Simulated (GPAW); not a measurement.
# 1T-SiO2 monolayer: work function by functional and basis, part 2 of 2

Aim: the work function of both faces of 1T-SiO2 monolayer, and its spread over functionals and bases. Where a layer proves gapped, the work function hangs on where the smearing puts the Fermi level, and the band edges take its place.

GPAW 26.7.0; GPAW, PAW setups; layer in a repeated cell with vacuum, relaxation of atoms and in-plane cell (the session's first sound run).

So far, upper work function (eV): step 3 (the slab's potential, PBE, GPAW) 7.32; step 5 (OptPBE vdW: xc = "optPBE-vdW", GPAW, PAW setups, GPAW) 7.51; step 6 (self-consistent run: xc = "RPBE") 7.23; step 7 (self-consistent run: xc = "LDA") 7.59; step 8 (self-consistent run: xc = "vdW-DF2", GPAW, PAW setups, GPAW) 7.87.

## Step 9: Real-space grid: mode = "fd"

A real-space grid is a second complete basis, so it checks the plane-wave result.

run.py reads:

```python
import json
import numpy as np
from ase import Atoms
from gpaw import GPAW

slab = Atoms(
    ['O', 'Si', 'O'],
    positions=[
        [1.34163, 0.77459, 9.00000],
        [0.00000, 0.00000, 9.92810],
        [0.00000, 1.54918, 10.85619]],
    cell=[[2.68325, -0.0, 0.0], [-1.34163, 2.32377, 0.0], [0.0, 0.0, 19.8562]],
    pbc=[True, True, False])

slab.calc = GPAW(mode='fd', h=0.18, xc='PBE', kpts={'size': (15, 15, 1), 'gamma': True},
                 occupations={'name': 'fermi-dirac', 'width': 0.05}, nbands='200%',
                 convergence={'density': 1e-05}, maxiter=200,
                 poissonsolver={'dipolelayer': 'xy'},
                 symmetry={'tolerance': 1e-3}, txt='slab.txt')
result = {}
energy = slab.get_potential_energy()
fermi = slab.calc.get_fermi_level()
v = slab.calc.get_electrostatic_potential().mean((0, 1)) - fermi
n = slab.calc.get_pseudo_density().mean((0, 1))
L = slab.cell[2, 2]
z = np.arange(len(v)) * L / len(v)
low, high = slab.positions[:, 2].min(), slab.positions[:, 2].max()
below, above = np.interp([low - 6.8, high + 6.8], z, v)
slopes = [np.interp(x, z, np.gradient(v, z)) for x in (low - 6.8, high + 6.8)]
eps = np.array([[slab.calc.get_eigenvalues(k, s) for k in range(len(slab.calc.get_ibz_k_points()))]
                for s in range(slab.calc.get_number_of_spins())]) - fermi
top, bottom = eps[eps < 0].max(), eps[eps > 0].min()
dipole = slab.get_dipole_moment()[2]
print(f'energy {energy:.4f} eV, Fermi level {fermi:.4f} eV, dipole {dipole:.5f} e A')
print(f'potential 6.8 A off the faces, from the Fermi level: lower {below:.4f} eV, upper {above:.4f} eV')
print(f'slope of the potential there: lower {slopes[0]:.5f}, upper {slopes[1]:.5f} eV/A')
print(f'nearest levels on the mesh: {top:.4f} and {bottom:.4f} eV')
print('magnetic moment', round(slab.get_magnetic_moment(), 3))
result.update(energy=energy, fermi=fermi, dipole=dipole, below=below, above=above, slopes=slopes, edges=[top, bottom],
              z=z.tolist(), v=v.tolist(), n=n.tolist(), positions=slab.positions.tolist(),
              forces=slab.get_forces(apply_constraint=False).tolist(), moments=slab.get_magnetic_moments().tolist())
json.dump(result, open('result.json', 'w'))
```

The run is started by

```console
OMP_NUM_THREADS=1 OPENBLAS_NUM_THREADS=1 python run.py
```

The job ended after 47 s (1 thread of Arm Neoverse V1, shared host; peak memory 0.29 GiB).

This step gave:

```
dipole along the normal                    : -5.95e-5 e·Å
levels nearest the Fermi level on the mesh : -1.624, 5.146 eV from the Fermi level
upper work function                        : 7.415 eV
lower work function                        : 7.413 eV
upper ionisation energy                    : 9.039 eV
```

The highest filled level lies 1.62 eV under the Fermi level, so the ionisation energy from the upper face is 7.415 + 1.62 = 9.039 eV, against 9.057 eV in the base run.

## Step 10: Atomic orbitals: mode = "lcao"

Atom-centred orbitals end a few angstrom from the surface, which tests how much the density's tail matters.

Changes to run.py since step 9:

```diff
@@ -14,4 +14,4 @@
 
-slab.calc = GPAW(mode='fd', h=0.18, xc='PBE', kpts={'size': (15, 15, 1), 'gamma': True},
-                 occupations={'name': 'fermi-dirac', 'width': 0.05}, nbands='200%',
+slab.calc = GPAW(mode='lcao', basis='dzp', h=0.18, xc='PBE', kpts={'size': (15, 15, 1), 'gamma': True},
+                 occupations={'name': 'fermi-dirac', 'width': 0.05}, nbands='120%',
                  convergence={'density': 1e-05}, maxiter=200,
```

It took 32 s on 1 thread; peak memory 0.17 GiB.

Numbers from this step:

```
levels nearest the Fermi level on the mesh : -2.979, 3.913 eV from the Fermi level
upper work function                        : 6.023 eV
lower work function                        : 6.022 eV
upper ionisation energy                    : 9.002 eV
```

The electrostatic potential energy of an electron (without an applied field's), less the Fermi level, planar mean by z:

| z (Å) | electrostatic potential energy of an electron (without an applied field's), less the Fermi level, planar mean (eV) |
| --- | --- |
| 0 | 6.02 |
| 1 | 6.02 |
| 2 | 6.02 |
| 3 | 6.02 |
| 4 | 6.02 |
| 5 | 6.02 |
| 6 | 6.02 |
| 7 | 6.02 |
| 8 | 5.33 |
| 9 | -16.5 |
| 10 | -23.1 |
| 11 | -12.3 |
| 12 | 5.66 |
| 13 | 6.02 |
| 14 | 6.02 |
| 15 | 6.02 |
| 16 | 6.02 |
| 17 | 6.02 |
| 18 | 6.02 |
| 19 | 6.02 |

The highest filled level lies 2.98 eV under the Fermi level, so the ionisation energy from the upper face is 6.023 + 2.98 = 9.002 eV, against 9.057 eV in the base run.

## Step 11: Cost and result by level

Times are for 1 thread of Arm Neoverse V1, shared host. The runs compared:

| no. | run | upper ionisation energy (eV) | time | memory (GiB) |
| --- | --- | --- | --- | --- |
| 1 | pw | 9.057 | 19 s | 0.18 |
| 2 | revPBE | 8.927 | 19 s | 0.18 |
| 3 | optPBE vdW | 9.350 | 26 s | 0.3 |
| 4 | RPBE | 8.925 | 19 s | 0.19 |
| 5 | LDA | 9.391 | 17 s | 0.18 |
| 6 | vdW DF2 | 9.600 | 26 s | 0.3 |
| 7 | fd | 9.039 | 47 s | 0.29 |
| 8 | lcao | 9.002 | 32 s | 0.17 |

## Step 12: Side by side

Results and costs are gathered.

This step: comparison of work functions, dipole and cost (GPAW 26.7.0).

Ladder, by row:

| step | code | work function, upper (eV) | work function, lower (eV) | dipole (e Å) | wall time (s) | peak memory (GiB) | threads |
| --- | --- | --- | --- | --- | --- | --- | --- |
| pw | GPAW | 7.319 | 7.318 | -6.84e-5 | 18.77 | 0.18 | 1 |
| revPBE | GPAW | 7.196 | 7.194 | -6.83e-5 | 18.77 | 0.18 | 1 |
| optPBE-vdW | GPAW | 7.506 | 7.505 | -6.82e-5 | 25.53 | 0.3 | 1 |
| RPBE | GPAW | 7.226 | 7.224 | -6.83e-5 | 19.07 | 0.19 | 1 |
| LDA | GPAW | 7.585 | 7.584 | -6.84e-5 | 17.43 | 0.18 | 1 |
| vdW-DF2 | GPAW | 7.868 | 7.867 | -6.81e-5 | 26.16 | 0.3 | 1 |
| fd | GPAW | 7.415 | 7.413 | -5.95e-5 | 46.77 | 0.29 | 1 |
| lcao | GPAW | 6.023 | 6.022 | -5.95e-5 | 32.29 | 0.17 | 1 |

## Step 13: A changed run

One more run, with changed settings.

This step: GPAW, PAW setups; slab in vacuum (GPAW 26.7.0).

Changes to run.py since step 10:

```diff
@@ -3,3 +3,3 @@
 from ase import Atoms
-from gpaw import GPAW
+from gpaw import GPAW, PW
 
@@ -14,5 +14,5 @@
 
-slab.calc = GPAW(mode='lcao', basis='dzp', h=0.18, xc='PBE', kpts={'size': (15, 15, 1), 'gamma': True},
-                 occupations={'name': 'fermi-dirac', 'width': 0.05}, nbands='120%',
-                 convergence={'density': 1e-05}, maxiter=200,
+slab.calc = GPAW(mode=PW(500), xc='pbe96', kpts={'size': (15, 15, 1), 'gamma': True},
+                 occupations={'name': 'fermi-dirac', 'width': 0.05}, nbands='200%',
+                 convergence={'density': 1e-05}, maxiter=50,
                  poissonsolver={'dipolelayer': 'xy'},
```

Wall time 0.78 s (1 thread); peak memory 0.1 GiB.

The program refused the input before any cycle.

The program's message: “NameError: Unknown functional: pbe96.”

The change that led to it: xc = "pbe96".

## Step 14: What came out

```yaml
work_function_both_faces_fermi_level_placed_in_the_gap_by_the_smearing: 7.32 eV
ionisation_energy_from_the_upper_face_highest_filled_level_on_the_mesh: 9.06 eV
electron_affinity_from_the_upper_face_lowest_empty_kohn_sham_level_on_the_mesh: 2.33 eV
dipole_along_the_normal: -6.8e-5 e Å, near the numerical noise
```

With plane waves and PBE the ionisation energy from the upper face is 9.06 eV and the Kohn-Sham electron affinity 2.33 eV. The levels nearest the Fermi level on the mesh lie 6.73 eV apart, so the slab is gapped there: the smearing puts the Fermi level inside the gap, and from either face the ionisation energy is the work function plus 1.7 eV. Both are Kohn-Sham levels on the mesh, and semilocal gaps are too small, so the affinity tends to come out too large and the ionisation energy too small. Work functions of a gapped slab move with the place of the Fermi level in the gap; over the runs without a planted fault the highest filled level on the mesh lies 8.92 (RPBE) to 9.60 eV (vdW-DF2) under the upper vacuum level. The starting lattice was a guess from atomic radii; the relaxation moved it by 11 %. The layer's cell and atoms come from the relaxation; spin-orbit coupling and temperature are left out.

[Logs are printed without paths, hosts, clocks, repeated set-up lines and the standing remarks that a program may print on its own settings, such as how far it seeks lower states.]

[Hosts, paths, dates, database ids (printed as entryN), source tags and the programs' standing remarks are cut or masked in the printed files.]
